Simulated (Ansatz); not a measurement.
# Ca on Ni(100): change of the work function, part 2 of 4

Aim: the work function of Ni(100) at several coverages of Ca (hollow site), and the dipole that each adsorbate carries.

Ansatz 0.2.0; plane-wave DFT, PBE, Ansatz PAW.

So far, work function, upper face (eV): step 2 (the clean slab) 4.88.

### Step 3. Adsorbate added, k-mesh 4×4×1, coverage 0.111 ML

System of this step: Ca/Ni(100). The cell holds 37 atoms: 36 Ni and 1 Ca. Its edges and angles: a = 7.467 Å, b = 7.467 Å, c = 25.775 Å, α = 90.0°, β = 90.0°, γ = 90.0°. Vacuum lies along c.

The clean slab as it ended is repeated in the plane and the adsorbate is set on one face; the cell's size fixes the coverage, and the k-mesh shrinks with it to keep the sampling density about even. Adsorbate and upper layers relax, since the dipole depends on the height.

Input file input.yaml:

```yaml
crystal:
  lattice:
    - [7.4670476094, 0.0, 0.0]
    - [0.0, 7.4670476094, 0.0]
    - [0.0, 0.0, 25.775405062]
  atoms:
    - { symbol: Ni, position: [0.1666666667, 0.1666666667, 0.3491700704], spin: 0.76 }
    - { symbol: Ni, position: [0.0, 0.0, 0.4174522175], spin: 0.69 }
    - { symbol: Ni, position: [0.1666666667, 0.1666666667, 0.4865936708], spin: 0.7 }
    - { symbol: Ni, position: [0.0, 0.0, 0.5522947776], spin: 0.76 }
    - { symbol: Ni, position: [0.1666666667, 0.5, 0.3491700704], spin: 0.76 }
    - { symbol: Ni, position: [0.0, 0.3333333333, 0.4174522175], spin: 0.69 }
    - { symbol: Ni, position: [0.1666666667, 0.5, 0.4865936708], spin: 0.7 }
    - { symbol: Ni, position: [0.0, 0.3333333333, 0.5522947776], spin: 0.76 }
    - { symbol: Ni, position: [0.1666666667, 0.8333333333, 0.3491700704], spin: 0.76 }
    - { symbol: Ni, position: [0.0, 0.6666666667, 0.4174522175], spin: 0.69 }
    - { symbol: Ni, position: [0.1666666667, 0.8333333333, 0.4865936708], spin: 0.7 }
    - { symbol: Ni, position: [0.0, 0.6666666667, 0.5522947776], spin: 0.76 }
    - { symbol: Ni, position: [0.5, 0.1666666667, 0.3491700704], spin: 0.76 }
    - { symbol: Ni, position: [0.3333333333, 0.0, 0.4174522175], spin: 0.69 }
    - { symbol: Ni, position: [0.5, 0.1666666667, 0.4865936708], spin: 0.7 }
    - { symbol: Ni, position: [0.3333333333, 0.0, 0.5522947776], spin: 0.76 }
    - { symbol: Ni, position: [0.5, 0.5, 0.3491700704], spin: 0.76 }
    - { symbol: Ni, position: [0.3333333333, 0.3333333333, 0.4174522175], spin: 0.69 }
    - { symbol: Ni, position: [0.5, 0.5, 0.4865936708], spin: 0.7 }
    - { symbol: Ni, position: [0.3333333333, 0.3333333333, 0.5522947776], spin: 0.76 }
    - { symbol: Ni, position: [0.5, 0.8333333333, 0.3491700704], spin: 0.76 }
    - { symbol: Ni, position: [0.3333333333, 0.6666666667, 0.4174522175], spin: 0.69 }
    - { symbol: Ni, position: [0.5, 0.8333333333, 0.4865936708], spin: 0.7 }
    - { symbol: Ni, position: [0.3333333333, 0.6666666667, 0.5522947776], spin: 0.76 }
    - { symbol: Ni, position: [0.8333333333, 0.1666666667, 0.3491700704], spin: 0.76 }
    - { symbol: Ni, position: [0.6666666667, 0.0, 0.4174522175], spin: 0.69 }
    - { symbol: Ni, position: [0.8333333333, 0.1666666667, 0.4865936708], spin: 0.7 }
    - { symbol: Ni, position: [0.6666666667, 0.0, 0.5522947776], spin: 0.76 }
    - { symbol: Ni, position: [0.8333333333, 0.5, 0.3491700704], spin: 0.76 }
    - { symbol: Ni, position: [0.6666666667, 0.3333333333, 0.4174522175], spin: 0.69 }
    - { symbol: Ni, position: [0.8333333333, 0.5, 0.4865936708], spin: 0.7 }
    - { symbol: Ni, position: [0.6666666667, 0.3333333333, 0.5522947776], spin: 0.76 }
    - { symbol: Ni, position: [0.8333333333, 0.8333333333, 0.3491700704], spin: 0.76 }
    - { symbol: Ni, position: [0.6666666667, 0.6666666667, 0.4174522175], spin: 0.69 }
    - { symbol: Ni, position: [0.8333333333, 0.8333333333, 0.4865936708], spin: 0.7 }
    - { symbol: Ni, position: [0.6666666667, 0.6666666667, 0.5522947776], spin: 0.76 }
    - { symbol: Ca, position: [0.1666666667, 0.1666666667, 0.6508299296] }
magnetization:
  spin_polarized: true
kpoints:
  mp_grid: { grid: [4, 4, 1] }
hamiltonian:
  xc: pbe
scf:
  occupations: { method: fermi_dirac, width: 0.1 }
  convergence: { dr2_threshold: 1.0e-08 }
efield:
  axis: 3
  dipole_correction: true
  ramp_position: 0.97
  ramp_width: 0.06
relax:
  f_tol: 0.02
  max_steps: 60
  constraints:
    - { sites: [0, 1, 4, 5, 8, 9, 12, 13, 16, 17, 20, 21, 24, 25, 28, 29, 32, 33] }
output:
  write_potential: true
  write_density: true
  volumetric_format: npy
```

Command:

```sh
> ansatz run input.yaml --threads 4 --pin off --max-ram 16384MiB --backend cpu --events-out ev --progress --plain --runs-dir out
```

Numbers of over 12 decimals in the logs are rounded to 6 here.

The log of the run:

```text
[...]
Crystal: 37 atoms, lattice volume = 1437.154 Å³
Basis set: ecut = 420 eV, 28151 PW (Γ), exchange–correlation on 100×100×360 points (8 copies of the dense FFT grid, shifted against one another)
Bands: 411, of which v1, the nominal top of the filled ones, is band 329 counted from 1 (328 counted from 0)
Symmetry: 8 space group operations
k-points: 6 of 16
[...]
Starting moments: Σ|m| = 26.19 μB on 36 of 37 sites
[...]
SCF iter   1: F=—  HF=-211998.868377 eV  |F-HF|=—  |Δ(HF+E_count)|=         —  Δρ=2.06e-2 (↑1.33e-2 ↓2.06e-2)  dr2=4.78e1  dr2_m=1.83e0  M=27.150 μB ∫|m|=28.450 μB  β_m=1.00  ethr=3.10e-3  p=-0.000 e·Å  D=-1.40e-6 V/Å  ΔV_dip=0.00 eV  dr2_dipole=1.66e0  V_vac-E_F(+/−)=7.06/7.06 eV  ⟨swp⟩=10.5  Hψ=25946  notcnv=0  defer=332
[...]
SCF iter  21: F=-212033.196744 eV  HF=-212033.196744 eV  |F-HF|=4.51e-9  |Δ(HF+E_count)|=   1.98e-9  Δρ=3.13e-7 (↑9.98e-8 ↓3.13e-7)  dr2=4.25e-9  dr2_m=1.78e-10  M=23.934 μB ∫|m|=27.487 μB  ethr=1.00e-12  p=0.769 e·Å  D=9.68e-2 V/Å  ΔV_dip=-2.50 eV  dr2_dipole=3.95e-10  V_vac-E_F(+/−)=2.41/4.90 eV  ⟨swp⟩=6.2  Hψ=29559  notcnv=0
SCF 1 converged in 21 iterations: F = -212033.196744 eV  dr2 = 4.25e-9
[...]
relax step   1: F+E_penalty+E_count = -212033.19674373 eV  Δ(F+E_penalty+E_count) = +0.000e0 eV  max|allowed force component| = 1.592e0 eV/Å  Δτ_max = 0.0000 Å  (21 SCF iters, accepted)
[...]
SCF iter   1: F=—  HF=-212033.504335 eV  |F-HF|=—  |Δ(HF+E_count)|=         —  Δρ=1.79e-3 (↑1.37e-3 ↓1.79e-3)  dr2=2.51e-1  dr2_m=1.84e-2  M=23.768 μB ∫|m|=27.377 μB  β_m=1.00  ethr=1.43e-5  p=0.769 e·Å  D=9.68e-2 V/Å  ΔV_dip=-2.50 eV  dr2_dipole=3.79e-2  V_vac-E_F(+/−)=2.42/4.92 eV  ⟨swp⟩=3.0  Hψ=23455  notcnv=0  defer=52
[...]
eigensolver tolerance schedule calibrated: the retry pair's looser diagonalisation under-reported the residual by θ = 0.63 (0.27/decade); ethr = c·dr2/N_el runs at the constant in force after the calibration composes with the one it found (an armed cap, an earlier calibration), c = 1.4e-2
[...]
SCF iter   2: F=—  HF=-212033.478030 eV  |F-HF|=—  |Δ(HF+E_count)|=   2.63e-2  Δρ=8.06e-4 (↑8.06e-4 ↓6.33e-4)  dr2=5.29e-2  dr2_m=3.30e-4  M=23.729 μB ∫|m|=27.342 μB  β_m=0.34  ethr=5.33e-6  p=0.773 e·Å  D=9.73e-2 V/Å  ΔV_dip=-2.51 eV  dr2_dipole=4.30e-3  V_vac-E_F(+/−)=2.40/4.91 eV  ⟨swp⟩=2.0  Hψ=8367  notcnv=0  defer=345
[...]
SCF iter  14: F=-212033.478227 eV  HF=-212033.478227 eV  |F-HF|=5.09e-9  |Δ(HF+E_count)|=   1.47e-8  Δρ=3.94e-7 (↑1.90e-7 ↓3.94e-7)  dr2=4.40e-9  dr2_m=3.09e-10  M=23.732 μB ∫|m|=27.322 μB  ethr=1.00e-12  p=0.787 e·Å  D=9.92e-2 V/Å  ΔV_dip=-2.56 eV  dr2_dipole=6.43e-10  V_vac-E_F(+/−)=2.35/4.90 eV  ⟨swp⟩=6.1  Hψ=30248  notcnv=0
SCF 2 converged in 14 iterations: F = -212033.478227 eV  dr2 = 4.40e-9
relax step   2: F+E_penalty+E_count = -212033.47822657 eV  Δ(F+E_penalty+E_count) = -2.815e-1 eV  max|allowed force component| = 1.074e0 eV/Å  Δτ_max = 0.1965 Å  (14 SCF iters, accepted)
SCF iter   1: F=—  HF=-212033.639575 eV  |F-HF|=—  |Δ(HF+E_count)|=         —  Δρ=2.16e-3 (↑1.50e-3 ↓2.16e-3)  dr2=4.21e-1  dr2_m=2.46e-2  M=23.612 μB ∫|m|=27.252 μB  β_m=1.00  ethr=3.85e-4  p=0.787 e·Å  D=9.92e-2 V/Å  ΔV_dip=-2.56 eV  dr2_dipole=9.68e-2  V_vac-E_F(+/−)=2.37/4.92 eV  ⟨swp⟩=7.8  Hψ=18568  notcnv=0  defer=340
[...]
SCF iter  14: F=-212033.609436 eV  HF=-212033.609436 eV  |F-HF|=9.43e-9  |Δ(HF+E_count)|=   5.97e-9  Δρ=5.96e-7 (↑2.97e-7 ↓5.96e-7)  dr2=9.80e-9  dr2_m=4.93e-10  M=23.547 μB ∫|m|=27.164 μB  ethr=1.00e-12  p=0.755 e·Å  D=9.50e-2 V/Å  ΔV_dip=-2.45 eV  dr2_dipole=4.12e-10  V_vac-E_F(+/−)=2.45/4.90 eV  ⟨swp⟩=6.1  Hψ=30425  notcnv=0
SCF 3 converged in 14 iterations: F = -212033.609436 eV  dr2 = 9.80e-9
relax step   3: F+E_penalty+E_count = -212033.60943588 eV  Δ(F+E_penalty+E_count) = -1.312e-1 eV  max|allowed force component| = 1.113e-1 eV/Å  Δτ_max = 0.1963 Å  (14 SCF iters, accepted)
[...]
relax step   4: F+E_penalty+E_count = -212033.61638380 eV  Δ(F+E_penalty+E_count) = -6.948e-3 eV  max|allowed force component| = 5.304e-2 eV/Å  Δτ_max = 0.0410 Å  (13 SCF iters, accepted)
SCF iter   1: F=—  HF=-212033.620535 eV  |F-HF|=—  |Δ(HF+E_count)|=         —  Δρ=3.28e-4 (↑2.15e-4 ↓3.28e-4)  dr2=6.43e-3  dr2_m=3.89e-4  M=23.510 μB ∫|m|=27.120 μB  β_m=1.00  ethr=1.66e-6  p=0.746 e·Å  D=9.39e-2 V/Å  ΔV_dip=-2.42 eV  dr2_dipole=9.43e-4  V_vac-E_F(+/−)=2.48/4.90 eV  ⟨swp⟩=4.1  Hψ=13219  notcnv=0  defer=480
[...]
SCF iter  14: F=-212033.618487 eV  HF=-212033.618487 eV  |F-HF|=4.37e-9  |Δ(HF+E_count)|=   3.00e-9  Δρ=5.17e-7 (↑9.09e-8 ↓5.17e-7)  dr2=7.28e-9  dr2_m=6.93e-10  M=23.504 μB ∫|m|=27.115 μB  ethr=1.00e-12  p=0.745 e·Å  D=9.38e-2 V/Å  ΔV_dip=-2.42 eV  dr2_dipole=7.00e-10  V_vac-E_F(+/−)=2.48/4.90 eV  ⟨swp⟩=6.3  Hψ=26844  notcnv=0
SCF 5 converged in 14 iterations: F = -212033.618487 eV  dr2 = 7.28e-9
relax step   5: F+E_penalty+E_count = -212033.61848743 eV  Δ(F+E_penalty+E_count) = -2.104e-3 eV  max|allowed force component| = 4.533e-3 eV/Å  Δτ_max = 0.0121 Å  (14 SCF iters, accepted)
NSCF: frozen V_eff on 6 k-points
[...]
SCF converged after 14 iterations
Magnetization: 23.5039 μB (340.7520 up, 317.2480 down)
Absolute magnetization: 27.1402 μB (∫|ρ↑−ρ↓|, with the PAW one-centre terms)
[...]
Per-site moments (μB) at R_I (Å): [(0.761573, 1.026719), (0.691205, 1.026719), (0.675736, 1.008685), (0.572876, 1.005844), (0.761653, 1.026719), (0.691205, 1.026719), (0.672911, 1.007993), (0.572876, 1.005844), (0.761653, 1.026719), (0.688875, 1.026719), (0.672911, 1.007993), (0.725363, 1.013258), (0.761653, 1.026719), (0.691205, 1.026719), (0.672911, 1.007993), (0.572876, 1.005844), (0.765318, 1.026719), (0.691205,  [...]
Free energy (F): -212033.618487 eV
[...]
Internal energy: -212031.498999 eV  (E = F + TS)
E sigma→0 (E₀):  -212032.558743 eV
Entropy (-TS):   -2.119488 eV (-57.283 meV/atom)
Fermi energy:    2.532888 eV
Dipole field:    D = 0.093768 V/Å  (p = 0.744725 e·Å, saw-weighted, corrected)
Work function:   Φ+ = 2.4831 eV   Φ− = 4.9000 eV
[...]
--- Forces (eV/Å), atoms counted from 1 ---
  atom   1  Ni    -0.00000000     0.00000000     0.32432097
  atom   2  Ni    -0.01358371    -0.01358371    -0.28730260
  atom   3  Ni    -0.00000000     0.00000000     0.00378072
  atom   4  Ni    -0.00069740    -0.00069740    -0.00356516
  atom   5  Ni     0.00000000     0.00277063     0.32584483
  atom   6  Ni    -0.01358371     0.01358371    -0.28730260
  atom   7  Ni     0.00000000     0.00002121    -0.00313825
  atom   8  Ni    -0.00069740     0.00069740    -0.00356516
  atom   9  Ni     0.00000000    -0.00277063     0.32584483
  atom  10  Ni    -0.02135677     0.00000000    -0.34206369
  atom  11  Ni     0.00000000    -0.00002121    -0.00313825
  atom  12  Ni     0.00084963     0.00000000     0.00320244
  atom  13  Ni     0.00277063     0.00000000     0.32584483
  atom  14  Ni     0.01358371    -0.01358371    -0.28730260
  atom  15  Ni     0.00002121     0.00000000    -0.00313825
  atom  16  Ni     0.00069740    -0.00069740    -0.00356516
  atom  17  Ni     0.00248321     0.00248321     0.32911814
  atom  18  Ni     0.01358371     0.01358371    -0.28730260
  atom  19  Ni    -0.00042253    -0.00042253    -0.00049161
  atom  20  Ni     0.00069740     0.00069740    -0.00356516
  atom  21  Ni     0.00248321    -0.00248321     0.32911814
  atom  22  Ni     0.02135677     0.00000000    -0.34206369
  atom  23  Ni    -0.00042253     0.00042253    -0.00049161
  atom  24  Ni    -0.00084963     0.00000000     0.00320244
  atom  25  Ni    -0.00277063     0.00000000     0.32584483
  atom  26  Ni     0.00000000    -0.02135677    -0.34206369
  atom  27  Ni    -0.00002121     0.00000000    -0.00313825
  atom  28  Ni     0.00000000     0.00084963     0.00320244
  atom  29  Ni    -0.00248321     0.00248321     0.32911814
  atom  30  Ni     0.00000000     0.02135677    -0.34206369
  atom  31  Ni     0.00042253    -0.00042253    -0.00049161
  atom  32  Ni     0.00000000    -0.00084963     0.00320244
  atom  33  Ni    -0.00248321    -0.00248321     0.32911814
  atom  34  Ni     0.00000000     0.00000000    -0.42040506
  atom  35  Ni     0.00042253     0.00042253    -0.00049161
  atom  36  Ni    -0.00000000     0.00000000     0.00137069
  atom  37  Ca     0.00000000     0.00000000     0.00453266
  max |Σ_I F_I| component: 1.64e-5 eV/Å
--- Band table (eV; the first three rows and the last of 12) ---
  k-point 0 ↑: bands = [... 325 lower, 1.8730, 1.8730, 1.8853, 1.9522, 1.9636, 1.9636, 1.9638, 1.9697, ... 78 higher]
  k-point 1 ↑: bands = [... 325 lower, 1.8763, 1.9274, 1.9281, 1.9432, 1.9456, 1.9534, 1.9609, 1.9737, ... 78 higher]
  k-point 2 ↑: bands = [... 325 lower, 1.9065, 1.9244, 1.9272, 1.9341, 1.9350, 1.9379, 1.9411, 2.0128, ... 78 higher]
  k-point 5 ↓: bands = [... 325 lower, 2.7236, 2.7236, 2.7243, 2.8230, 2.8230, 2.8315, 2.8360, 2.9001, ... 78 higher]
--- Relaxed structure (5 steps of the walk, 5 accepted, 0 SCFs on fresh bases) ---
  F+E_penalty+E_count = -212033.61848743 eV   max|allowed force component| = 4.533e-3 eV/Å
  atoms:
    - { symbol: Ni, position: [0.166667, 0.166667, 0.349170] }
    - { symbol: Ni, position: [1.6666659794015235e-11, 1.6666659794015235e-11, 0.4174522175] }
    - { symbol: Ni, position: [0.166667, 0.166667, 0.486566] }
    - { symbol: Ni, position: [-0.000959913, -0.000959913, 0.552018] }
    - { symbol: Ni, position: [0.166667, 0.500000, 0.349170] }
    - { symbol: Ni, position: [1.6666659794015235e-11, 0.333333, 0.4174522175] }
    - { symbol: Ni, position: [0.166667, 0.501195, 0.486505] }
    - { symbol: Ni, position: [-0.000959913, 0.334293, 0.552018] }
    - { symbol: Ni, position: [0.166667, 0.833333, 0.349170] }
    - { symbol: Ni, position: [1.6666659794015235e-11, 0.666667, 0.4174522175] }
    - { symbol: Ni, position: [0.166667, 0.832139, 0.486505] }
    - { symbol: Ni, position: [0.000168767, 0.666667, 0.553270] }
    - { symbol: Ni, position: [0.500000, 0.166667, 0.349170] }
    - { symbol: Ni, position: [0.333333, 1.6666659794015235e-11, 0.4174522175] }
    - { symbol: Ni, position: [0.501195, 0.166667, 0.486505] }
    - { symbol: Ni, position: [0.334293, -0.000959913, 0.552018] }
    - { symbol: Ni, position: [0.500000, 0.500000, 0.349170] }
    - { symbol: Ni, position: [0.333333, 0.333333, 0.4174522175] }
    - { symbol: Ni, position: [0.500994, 0.500994, 0.486556] }
    - { symbol: Ni, position: [0.334293, 0.334293, 0.552018] }
    - { symbol: Ni, position: [0.500000, 0.833333, 0.349170] }
    - { symbol: Ni, position: [0.333333, 0.666667, 0.4174522175] }
    - { symbol: Ni, position: [0.500994, 0.832339, 0.486556] }
    - { symbol: Ni, position: [0.333165, 0.666667, 0.553270] }
    - { symbol: Ni, position: [0.833333, 0.166667, 0.349170] }
    - { symbol: Ni, position: [0.666667, 1.6666659794015235e-11, 0.4174522175] }
    - { symbol: Ni, position: [0.832139, 0.166667, 0.486505] }
    - { symbol: Ni, position: [0.666667, 0.000168767, 0.553270] }
    - { symbol: Ni, position: [0.833333, 0.500000, 0.349170] }
    - { symbol: Ni, position: [0.666667, 0.333333, 0.4174522175] }
    - { symbol: Ni, position: [0.832339, 0.500994, 0.486556] }
    - { symbol: Ni, position: [0.666667, 0.333165, 0.553270] }
    - { symbol: Ni, position: [0.833333, 0.833333, 0.349170] }
    - { symbol: Ni, position: [0.666667, 0.666667, 0.4174522175] }
    - { symbol: Ni, position: [0.832339, 0.832339, 0.486556] }
    - { symbol: Ni, position: [0.666667, 0.666667, 0.552927] }
    - { symbol: Ca, position: [0.166667, 0.166667, 0.633601] }
```

Run time: 48 min. Hardware: 4 threads of Arm Neoverse V1, shared host; peak memory 12 GiB; 3.1 h of CPU time.

Relaxation path:

```
step  energy less that of the first step (eV)  largest force component (eV/Å)
   1                                   0.0000                          1.5916
   2                                  -0.2815                          1.0736
   3                                  -0.4127                          0.1113
   4                                  -0.4196                          0.0530
   5                                  -0.4217                          0.0045
```

The run keeps the 8 symmetry operations that it works with, so distortions that break them were not tested.

The atoms that moved most (Å):

```
atom      dx      dy      dz  length
Ca37   0.000   0.000  -0.444   0.444
Ni32   0.000  -0.001   0.025   0.025
Ni24  -0.001   0.000   0.025   0.025
Ni12   0.001   0.000   0.025   0.025
Ni28   0.000   0.001   0.025   0.025
Ni36   0.000   0.000   0.016   0.016
 Ni4  -0.007  -0.007  -0.007   0.012
Ni16   0.007  -0.007  -0.007   0.012
```

Final coordinates:

```
Ni Ca
1.0
     7.46705    0.00000    0.00000
     0.00000    7.46705    0.00000
     0.00000    0.00000   25.77541
Ni Ca
36 1
Direct
  0.16667 0.16667 0.34917
  0.00000 0.00000 0.41745
  0.16667 0.16667 0.48657
  0.99904 0.99904 0.55202
  0.16667 0.50000 0.34917
  0.00000 0.33333 0.41745
  0.16667 0.50119 0.48651
  0.99904 0.33429 0.55202
  0.16667 0.83333 0.34917
  0.00000 0.66667 0.41745
  0.16667 0.83214 0.48651
  0.00017 0.66667 0.55327
  0.50000 0.16667 0.34917
  0.33333 0.00000 0.41745
  0.50119 0.16667 0.48651
  0.33429 0.99904 0.55202
  0.50000 0.50000 0.34917
  0.33333 0.33333 0.41745
  0.50099 0.50099 0.48656
  0.33429 0.33429 0.55202
  0.50000 0.83333 0.34917
  0.33333 0.66667 0.41745
  0.50099 0.83234 0.48656
  0.33316 0.66667 0.55327
  0.83333 0.16667 0.34917
  0.66667 0.00000 0.41745
  0.83214 0.16667 0.48651
  0.66667 0.00017 0.55327
  0.83333 0.50000 0.34917
  0.66667 0.33333 0.41745
  0.83234 0.50099 0.48656
  0.66667 0.33316 0.55327
  0.83333 0.83333 0.34917
  0.66667 0.66667 0.41745
  0.83234 0.83234 0.48656
  0.66667 0.66667 0.55293
  0.16667 0.16667 0.63360
```

This step gave:

```
energy at zero smearing        : -212032.5587 eV
total moment                   : 23.50 μB
work function, upper face      : 2.483 eV
work function, lower face      : 4.900 eV
dipole along the normal        : 0.7447 e·Å
step between the vacuum levels : -2.417 eV
```

Running mean over 1.76 Å of the planar mean; the ramp of the sawtooth is left out. Electron's electrostatic potential energy less the Fermi level against z:

| z (Å) | electron's electrostatic potential energy less the Fermi level (eV) |
| --- | --- |
| 3.5 | 4.90 |
| 4.0 | 4.90 |
| 4.5 | 4.90 |
| 5.0 | 4.90 |
| 5.5 | 4.89 |
| 6.0 | 4.86 |
| 6.5 | 4.76 |
| 7.0 | 4.40 |
| 7.5 | 2.94 |
| 8.0 | -1.70 |
| 8.5 | -7.37 |
| 9.0 | -9.86 |
| 9.5 | -10.2 |
| 10.0 | -10.3 |
| 10.5 | -10.3 |
| 11.0 | -10.3 |
| 11.5 | -10.2 |
| 12.0 | -10.2 |
| 12.5 | -10.4 |
| 13.0 | -10.8 |
| 13.5 | -10.9 |
| 14.0 | -10.4 |
| 14.5 | -9.18 |
| 15.0 | -5.19 |
| 15.5 | -0.388 |
| 16.0 | 1.40 |
| 16.5 | 1.44 |
| 17.0 | 1.58 |
| 17.5 | 2.02 |
| 18.0 | 2.32 |
| 18.5 | 2.42 |
| 19.0 | 2.46 |
| 19.5 | 2.47 |
| 20.0 | 2.48 |
| 20.5 | 2.48 |
| 21.0 | 2.48 |
| 21.5 | 2.48 |
| 22.0 | 2.48 |
| 22.5 | 2.48 |

Site moment by element, in μB:

```csv
element,atoms,mean,spread (r.m.s.),least,largest
Ni,36,0.697,0.056,0.573,0.765
Ca,1,-0.050,0.000,-0.050,-0.050
```

The atoms farthest from the mean of their element:

| atom | x, y, z (Å) | site moment (μB) |
| --- | --- | --- |
| Ni4 | -0.01, -0.01, 14.23 | 0.573 |
| Ni8 | -0.01, 2.50, 14.23 | 0.573 |
| Ni16 | 2.50, -0.01, 14.23 | 0.573 |
| Ni20 | 2.50, 2.50, 14.23 | 0.573 |
| Ni21 | 3.73, 6.22, 9.00 | 0.765 |
| Ni33 | 6.22, 6.22, 9.00 | 0.765 |
| Ni17 | 3.73, 3.73, 9.00 | 0.765 |
| Ni29 | 6.22, 3.73, 9.00 | 0.765 |

The relaxation took 5 steps and lowered the energy by 0.42 eV; the largest force on the free atoms ends at 0.0045 eV/Å.

The covered face has 2.48 eV, -2.40 eV against the clean one; the bare back face has moved by +0.02 eV, a measure of how thin the slab is.

(Continued in part 3 of 4.)

[Logs are printed without paths, hosts, clocks, repeated set-up lines and the standing remarks that a program may print on its own settings, such as how far it seeks lower states.]

[Hosts, paths, dates, database ids (printed as entryN), source tags and the programs' standing remarks are cut or masked in the printed files.]

[Maps of the electrostatic potential energy from Ansatz leave out the sawtooth potential of an applied field or a dipole correction, so their vacuum need not be flat; planar profiles and work functions include it.]
